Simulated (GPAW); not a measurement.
# MgO (Fm-3m): refractive index against wavelength

The refractive index of MgO (Fm-3m) below the direct gap (4.65 eV on the mesh) is read from one computed spectrum, n = √(Re ε).

Cell: a, b, c = 2.982, 2.982, 2.982 Å (primitive vectors), 2 atoms.

Method: GPAW 26.7.0, LDA, RPA, k-mesh 16×16×16, local fields up to 50 eV, Lorentzian half width 0.1 eV.

Launch of the response step: `OMP_NUM_THREADS=1 python df.py`. The run took 29 s, its band step included, on 1 thread of Arm Neoverse V1, with other jobs on the host.

| wavelength (nm) | photon energy E (eV) | n |
| --- | --- | --- |
| 1064 | 1.165 | 1.7734 |
| 850 | 1.459 | 1.7784 |
| 700 | 1.771 | 1.7852 |
| 633 | 1.959 | 1.7900 |
| 532 | 2.331 | 1.8016 |
| 450 | 2.755 | ? |
| 405 | 3.061 | 1.8335 |

In the single-oscillator model n² − 1 = E₀E_d/(E₀² − E²), so 1/(n² − 1) = E₀/E_d − E²/(E₀E_d) is linear in E².

Working, on the rows shown:

| x = E² (eV²) | y = 1/(n² − 1) |
| --- | --- |
| 1.35784 | 0.466212 |
| 2.12762 | 0.462384 |
| 3.13716 | 0.45726 |
| 3.83641 | 0.4537 |
| 5.43137 | 0.445283 |
| 9.37179 | 0.42342 |

Means: x̄ = 4.2104, ȳ = 0.45138. Σ(x − x̄)(y − ȳ) = -0.2242, Σ(x − x̄)² = 41.9. Slope = -0.2242 / 41.9 = -0.00535; intercept = ȳ − slope · x̄ = 0.4739. Turned back into n, the line misses the rows shown by at most 0.00062.

Problem. What does the fit predict for the withheld row, and how well does it do?

Solution. At x = 7.5912 the line gives y = 0.43329, that is 1.8188. The run gave 1.8183, so the interpolation is off by 0.00047, 0.8 % of the range in the table.

Refitted with all rows, the slope is -0.005332 and the intercept 0.47386. These give E₀ = √(intercept/−slope) = 9.43 eV and E_d = E₀/intercept = 19.9 eV; E₀ is 2.0 times the direct gap. The electronic limit at long wavelengths, without lattice vibrations, is n = √(1 + 1/intercept) = 1.764. The cell comes from an older database entry, whose edges can be off by a per cent or so. Excitons are left out; LDA gaps are as a rule too small. The values come from a sum over the points of one k-mesh and carry its error, which grows as the direct gap shrinks. This version of GPAW has incomplete matrix elements in the optical limit, which can lower ε − 1 by up to a tenth where first-row anions or d states rule. The local-field cutoff holds few shells of reciprocal vectors for this small cell, so ε∞ can read a few per cent high.
